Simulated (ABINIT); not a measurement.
# SiPbS3 (Pm-3m): phonons by linear response, part 2 of 4

How does SiPbS3 (Pm-3m) vibrate, and is this structure a minimum?

ABINIT 10.8.3; DFT PBEsol, scalar-relativistic, plane waves, PseudoDojo norm-conserving pseudopotentials.

So far. Step 5 (Relaxing the cell and atoms): The volume changes by +1.1 % in this run and stands +14.0 % from the first cell. The relaxed cell has a = 4.586 Å (conventional setting).

The structure was built from a prototype and need not be the compound's stable phase.

### Step 7. Linear response at Γ

At q = 0 one unit cell holds all displacements. The response is solved for single atoms along the cell's directions, and symmetry skips those that follow from others. The crystal is treated as a metal, which screens a static field, so no field response is asked.

dfpt_gamma.abi reads:

```

# common to the responses
getwfk_filepath "gso_WFK"
kptopt 2
nqpt 1
qpt 0.0 0.0 0.0
asr 0
chneut 0

# displacements
rfphon 1
rfatpol 1 5
rfdir 1 1 1
tolvrs 1.0d-10
prtwf 0

# basis, mesh and filling
ecut 25.5
ngkpt 6 6 6
nshiftk 1
shiftk 0.0 0.0 0.0
istwfk *1
occopt 7
tsmear 0.01
nband 26
nstep 100
diemac 1000000.0
prtebands 0
prtgsr 0
useylm 1

# cell and atoms
acell 3*1.0 Angstrom
rprim 
    4.586334917 0.0 0.0
    0.0 4.586334917 0.0
    0.0 0.0 4.586334917
ntypat 3
znucl 82 14 16
natom 5
typat 1 2 3 3 3
xred 
    0.0 0.0 0.0
    0.5 0.5 0.5
    0.5 0.5 0.0
    0.5 0.0 0.5
    0.0 0.5 0.5
pp_dirpath "./pseudo"
pseudos "Pb.upf, Si.upf, S.upf"
```

Run with:

```
> OMP_NUM_THREADS=1 mpirun -n 4 abinit dfpt_gamma.abi > dfpt_gamma.log
```

Numbers of over 12 decimals in the logs are rounded to 6 here.

dfpt_gamma.abo, the main output file:

```text
[banners, grids, parts of the stress and lines that vanish by symmetry left out]
- input  file    -> dfpt_gamma.abi
- output file    -> dfpt_gamma.abo
- root for input  files -> dfpt_gammai
- root for output files -> dfpt_gammao

 Symmetries : space group Pm -3 m (#221); Bravais cP (primitive cubic)
================================================================================
 Values of the parameters that define the memory need of the present run (RF).
     intxc =       0      iscf =       7    lmnmax =      18     lnmax =       6
     mgfft =      40  mpssoang =       3    mqgrid =    3001     natom =       5
  nloc_mem =       1    nspden =       1   nspinor =       1    nsppol =       1
      nsym =      48    n1xccc =    2501    ntypat =       3    occopt =       7
   xclevel =       2
-    mband =          26        mffmem =           1         mkmem =          28
-   mkqmem =          28        mk1mem =          28           mpw =        4032
      nfft =       64000          nkpt =         112
- my_mband =          26
================================================================================
================================================================================

--------------------------------------------------------------------------------
------------- Echo of variables that govern the present computation ------------
--------------------------------------------------------------------------------
-
- outvars: echo of selected default values
-   iomode0 =  0 , fftalg0 =312 , wfoptalg0 =  0
-
- outvars: echo of global parameters not present in the input file
-  max_nthreads =    1
-
 -outvars: echo values of preprocessed input variables
 [... echo left out ...]
================================================================================

 chkinp: Checking input parameters for consistency.

[...]
== DATASET  1 ==================================================================
-   mpi_nproc: 4, omp_nthreads: 1 (-1 if OMP is not activated)

--- !DatasetInfo
iteration_state: {dtset: 1, }
dimensions: {natom: 5, nkpt: 112, mband: 26, nsppol: 1, nspinor: 1, nspden: 1, mpw: 4032, }
cutoff_energies: {ecut:  25.5, pawecutdg:  -1.0, }
electrons: {nelect:   3.60000000E+01, charge:   0.00000000E+00, occopt:   7.00000000E+00, tsmear:   1.00000000E-02, }
meta: {optdriver: 1, rfphon: 1, }
...

 mkfilename: getwfk from: gso_WFK

 Real(R)+Recip(G) space primitive vectors, cartesian coordinates (Bohr,Bohr^-1):
 R(1)=  8.6669169  0.0000000  0.0000000  G(1)=  0.1153813  0.0000000  0.0000000
 R(2)=  0.0000000  8.6669169  0.0000000  G(2)=  0.0000000  0.1153813  0.0000000
 R(3)=  0.0000000  0.0000000  8.6669169  G(3)=  0.0000000  0.0000000  0.1153813
 Unit cell volume ucvol=  6.5101935E+02 bohr^3
 Angles (23,13,12)=  9.00000000E+01  9.00000000E+01  9.00000000E+01 degrees
 setup1 : take into account q-point for computing boxcut.

 getcut: wavevector=  0.0000  0.0000  0.0000  ngfft=  40  40  40
         ecut(hartree)=     25.500   => boxcut(ratio)=   2.03030

--- Pseudopotential description ------------------------------------------------
- pspini: atom type   1  psp file is ./pseudo/Pb.upf

- pspini: atom type   2  psp file is ./pseudo/Si.upf

- pspini: atom type   3  psp file is ./pseudo/S.upf

   2.82047959E+03                                ecore*ucvol(ha*bohr**3)
--------------------------------------------------------------------------------

 ==>  initialize data related to q vector <==

 The list of irreducible perturbations for this q vector is:
    1)    idir= 1    ipert=   1
    2)    idir= 1    ipert=   2
    3)    idir= 1    ipert=   3
    4)    idir= 3    ipert=   3

[...]
The perturbation idir=   2  ipert=   1 is
 symmetric of a previously calculated perturbation.
 So, its SCF calculation is not needed.

 The perturbation idir=   3  ipert=   1 is
 symmetric of a previously calculated perturbation.
 So, its SCF calculation is not needed.

 The perturbation idir=   2  ipert=   2 is
 symmetric of a previously calculated perturbation.
 So, its SCF calculation is not needed.

 The perturbation idir=   3  ipert=   2 is
 symmetric of a previously calculated perturbation.
 So, its SCF calculation is not needed.

[...]
The perturbation idir=   2  ipert=   5 is
 symmetric of a previously calculated perturbation.
 So, its SCF calculation is not needed.

 The perturbation idir=   3  ipert=   5 is
 symmetric of a previously calculated perturbation.
 So, its SCF calculation is not needed.

--------------------------------------------------------------------------------
 Perturbation wavevector (in red.coord.)   0.000000  0.000000  0.000000
 Perturbation : displacement of atom   1   along direction   1
 Found     8 symmetries that leave the perturbation invariant.

[...]
dfpt_looppert : total number of electrons, from k and k+q
  fully or partially occupied states are    3.600000E+01 and    3.600000E+01.
 Initialisation of the first-order wave-functions :
  ireadwf=   0

--- !BeginCycle
iteration_state: {dtset: 1, }
solver: {iscf: 7, nstep: 100, nline: 4, wfoptalg: 0, }
tolerances: {tolvrs: 1.00E-10, }
...

     iter   2DEtotal(Ha)        deltaE(Ha) residm    vres2
-ETOT  1   2.140598     -1.429E+04 2.214E+01 1.459E+02
 ETOT  2  -1.069592     -3.210E+00 3.339E-01 7.741E+01
 ETOT  3  -1.109583     -3.999E-02 4.644E-01 2.217E+00
 ETOT  4  -1.109960     -3.768E-04 4.676E-02 1.313E+00
 ETOT  5  -1.110688     -7.278E-04 7.685E-02 1.810E-03
[...]
At SCF step   11       vres2   =  4.89E-12 < tolvrs=  1.00E-10 =>converged.
[...]
Mean square residual over all n,k,spin=   29.739E-08; max=  28.467E-05

 Thirteen components of 2nd-order total energy (hartree) are
 1,2,3: 0th-order hamiltonian combined with 1st-order wavefunctions
     kin0=   1.71472617E+04 eigvalue=   1.36194042E+03  local=  -8.96381397E+03
 4,5,6: 1st-order hamiltonian combined with 1st and 0th-order wfs
 loc psp =  -4.25087160E+03  Hartree=   1.41157005E+03     xc=  -2.41546848E+02
 note that "loc psp" includes a xc core correction that could be resolved
 7,8,9: eventually, occupation + non-local contributions
    edocc=   1.89615858E+01     enl0=   3.56172901E+03   enl1=  -2.43413324E+04
 1-9 gives the relaxation energy (to be shifted if some occ is /=2.0)
   erelax=  -1.42961020E+04
 10,11,12 Non-relaxation  contributions : frozen-wavefunctions and Ewald
 fr.local=   1.88406929E+03 fr.nonlo=   1.21610678E+04  Ewald=   1.48858861E+02
 13,14 Frozen wf xc core corrections (1) and (2)
 frxc 1  =  -5.44522360E+02  frxc 2 =   6.45517753E+02
 Resulting in :
 2DEtotal=   -0.1110688683E+01 Ha. Also 2DEtotal=   -0.302233787583E+02 eV
    (2DErelax=   -1.4296101989E+04 Ha. 2DEnonrelax=    1.4294991300E+04 Ha)
    (  non-var. 2DEtotal :   -1.1106886571E+00 Ha)

[...]
Perturbation wavevector (in red.coord.)   0.000000  0.000000  0.000000
 Perturbation : displacement of atom   2   along direction   1
 Found     8 symmetries that leave the perturbation invariant.

[...]
dfpt_looppert : total number of electrons, from k and k+q
  fully or partially occupied states are    3.600000E+01 and    3.600000E+01.
 Initialisation of the first-order wave-functions :
  ireadwf=   0

--- !BeginCycle
iteration_state: {dtset: 1, }
solver: {iscf: 7, nstep: 100, nline: 4, wfoptalg: 0, }
tolerances: {tolvrs: 1.00E-10, }
...

     iter   2DEtotal(Ha)        deltaE(Ha) residm    vres2
-ETOT  1   2.485133     -1.209E+02 1.361E+00 3.047E+03
[...]
At SCF step   11       vres2   =  1.99E-11 < tolvrs=  1.00E-10 =>converged.
[...]
Mean square residual over all n,k,spin=   10.722E-09; max=  10.127E-06

 Thirteen components of 2nd-order total energy (hartree) are
 1,2,3: 0th-order hamiltonian combined with 1st-order wavefunctions
     kin0=   1.01382988E+02 eigvalue=  -9.26585925E-01  local=  -5.82138695E+01
 4,5,6: 1st-order hamiltonian combined with 1st and 0th-order wfs
 loc psp =  -8.84478452E+01  Hartree=   3.23953858E+01     xc=  -8.05532967E+00
 note that "loc psp" includes a xc core correction that could be resolved
 7,8,9: eventually, occupation + non-local contributions
    edocc=   9.49969311E+00     enl0=   4.63575551E+01   enl1=  -1.56431828E+02
 1-9 gives the relaxation energy (to be shifted if some occ is /=2.0)
   erelax=  -1.22439836E+02
 10,11,12 Non-relaxation  contributions : frozen-wavefunctions and Ewald
 fr.local=  -2.52751276E+01 fr.nonlo=   8.96745520E+01  Ewald=   6.18634229E+01
 13,14 Frozen wf xc core corrections (1) and (2)
 frxc 1  =  -1.03022692E+01  frxc 2 =   7.42071936E+00
 Resulting in :
 2DEtotal=    0.9414612755E+00 Ha. Also 2DEtotal=    0.256184664030E+02 eV
    (2DErelax=   -1.2243983613E+02 Ha. 2DEnonrelax=    1.2338129740E+02 Ha)
    (  non-var. 2DEtotal :    9.4146081240E-01 Ha)

[...]
Perturbation wavevector (in red.coord.)   0.000000  0.000000  0.000000
 Perturbation : displacement of atom   3   along direction   1
 Found     4 symmetries that leave the perturbation invariant.

[...]
dfpt_looppert : total number of electrons, from k and k+q
  fully or partially occupied states are    3.600000E+01 and    3.600000E+01.
 Initialisation of the first-order wave-functions :
  ireadwf=   0

--- !BeginCycle
iteration_state: {dtset: 1, }
solver: {iscf: 7, nstep: 100, nline: 4, wfoptalg: 0, }
tolerances: {tolvrs: 1.00E-10, }
...

     iter   2DEtotal(Ha)        deltaE(Ha) residm    vres2
-ETOT  1  0.102301     -5.443E+02 3.475E+00 8.566E+02
[...]
At SCF step   11       vres2   =  6.87E-11 < tolvrs=  1.00E-10 =>converged.
[...]
Mean square residual over all n,k,spin=   22.805E-08; max=  34.750E-05

 Thirteen components of 2nd-order total energy (hartree) are
 1,2,3: 0th-order hamiltonian combined with 1st-order wavefunctions
     kin0=   4.81521810E+02 eigvalue=  -1.50254284E+01  local=  -3.42347877E+02
 4,5,6: 1st-order hamiltonian combined with 1st and 0th-order wfs
 loc psp =  -4.00951818E+02  Hartree=   1.50436071E+02     xc=  -4.21729452E+01
 note that "loc psp" includes a xc core correction that could be resolved
 7,8,9: eventually, occupation + non-local contributions
    edocc=   2.42357987E+01     enl0=   2.88589089E+02   enl1=  -6.89521218E+02
 1-9 gives the relaxation energy (to be shifted if some occ is /=2.0)
   erelax=  -5.45236518E+02
 10,11,12 Non-relaxation  contributions : frozen-wavefunctions and Ewald
 fr.local=   1.36012067E+02 fr.nonlo=   3.52264080E+02  Ewald=   6.93468398E+01
 13,14 Frozen wf xc core corrections (1) and (2)
 frxc 1  =  -6.41675248E+01  frxc 2 =   5.09556629E+01
 Resulting in :
 2DEtotal=   -0.8253937697E+00 Ha. Also 2DEtotal=   -0.224601086727E+02 eV
    (2DErelax=   -5.4523651797E+02 Ha. 2DEnonrelax=    5.4441112420E+02 Ha)
    (  non-var. 2DEtotal :   -8.2539392702E-01 Ha)

[...]
Perturbation wavevector (in red.coord.)   0.000000  0.000000  0.000000
 Perturbation : displacement of atom   3   along direction   3
 Found     8 symmetries that leave the perturbation invariant.

--------------------------------------------------------------------------------

--------------------------------------------------------------------------------

 dfpt_looppert : total number of electrons, from k and k+q
  fully or partially occupied states are    3.600000E+01 and    3.600000E+01.
 Initialisation of the first-order wave-functions :
  ireadwf=   0

--- !BeginCycle
iteration_state: {dtset: 1, }
solver: {iscf: 7, nstep: 100, nline: 4, wfoptalg: 0, }
tolerances: {tolvrs: 1.00E-10, }
...

     iter   2DEtotal(Ha)        deltaE(Ha) residm    vres2
-ETOT  1   10.132417140928     -5.350E+02 4.303E+00 7.962E+03
[...]
ETOT 11   6.144020     -1.228E-11 5.328E-07 1.053E-10
 ETOT 12   6.144020      7.503E-12 3.690E-07 3.522E-12

 At SCF step   12       vres2   =  3.52E-12 < tolvrs=  1.00E-10 =>converged.
[...]
Mean square residual over all n,k,spin=   46.570E-11; max=  36.895E-08

 Thirteen components of 2nd-order total energy (hartree) are
 1,2,3: 0th-order hamiltonian combined with 1st-order wavefunctions
     kin0=   4.50861766E+02 eigvalue=  -5.11487393E+00  local=  -2.99150415E+02
 4,5,6: 1st-order hamiltonian combined with 1st and 0th-order wfs
 loc psp =  -4.29458478E+02  Hartree=   1.63158692E+02     xc=  -4.03690516E+01
 note that "loc psp" includes a xc core correction that could be resolved
 7,8,9: eventually, occupation + non-local contributions
    edocc=   4.16549034E+01     enl0=   2.27941001E+02   enl1=  -6.48505567E+02
 1-9 gives the relaxation energy (to be shifted if some occ is /=2.0)
   erelax=  -5.38982022E+02
 10,11,12 Non-relaxation  contributions : frozen-wavefunctions and Ewald
 fr.local=   1.09460576E+02 fr.nonlo=   3.25855334E+02  Ewald=   1.22292636E+02
 13,14 Frozen wf xc core corrections (1) and (2)
 frxc 1  =  -6.44326491E+01  frxc 2 =   5.19501450E+01
 Resulting in :
 2DEtotal=    0.6144019721E+01 Ha. Also 2DEtotal=    0.167187293731E+03 eV
    (2DErelax=   -5.3898202178E+02 Ha. 2DEnonrelax=    5.4512604150E+02 Ha)
    (  non-var. 2DEtotal :    6.1440193098E+00 Ha)

[...]
---- first-order wavefunction calculations are completed ----

 ==> Compute Derivative Database <==

 [... matrices left out ...]
  Phonon wavevector (reduced coordinates) :  0.00000  0.00000  0.00000
 Phonon energies in Hartree :
  -6.687708E-04 -6.687708E-04 -6.687708E-04 -4.685173E-04 -4.685173E-04
  -4.685173E-04 -1.482345E-04 -1.482345E-04 -1.482345E-04 -7.208480E-06
  -7.208479E-06 -7.208478E-06  1.384847E-03  1.384847E-03  1.384847E-03
 Phonon frequencies in cm-1    :
- -1.467782E+02 -1.467782E+02 -1.467782E+02 -1.028277E+02 -1.028277E+02
- -1.028277E+02 -3.253372E+01 -3.253372E+01 -3.253372E+01 -1.582078E+00
- -1.582078E+00 -1.582078E+00  3.039388E+02  3.039388E+02  3.039388E+02

== END DATASET(S) ==============================================================
================================================================================

 -outvars: echo values of variables after computation
            acell      1.8897261259E+00  1.8897261259E+00  1.8897261259E+00 Bohr
           etotal      6.1440197210E+00
            fcart      0.0000000000E+00  0.0000000000E+00  0.0000000000E+00
           strten      0.0000000000E+00  0.0000000000E+00  0.0000000000E+00
================================================================================
```

It took 3.6 min on 4 MPI ranks of Arm Neoverse V1, shared host.

Numbers from this step:

* largest acoustic frequency at the zone centre before the sum rule: -1.58 cm⁻¹
* highest optical zone-centre mode (no LO-TO term): 303.9 cm⁻¹
* lowest optical zone-centre mode: -146.8 cm⁻¹

The acoustic modes at Γ come out as far as 1.6 cm⁻¹ from zero, where they should vanish, a small numerical error. The lowest optical mode is imaginary, 147i cm⁻¹, an instability at this level and on this k mesh.

[end of part 2 of 4]

[Host names and launcher messages were left out of these logs when they were recorded.]

[Logs are printed without paths, hosts, clocks, repeated set-up lines and the standing remarks that a program may print on its own settings, such as how far it seeks lower states.]

[Hosts, paths, dates, database ids (printed as entryN), source tags and the programs' standing remarks are cut or masked in the printed files.]
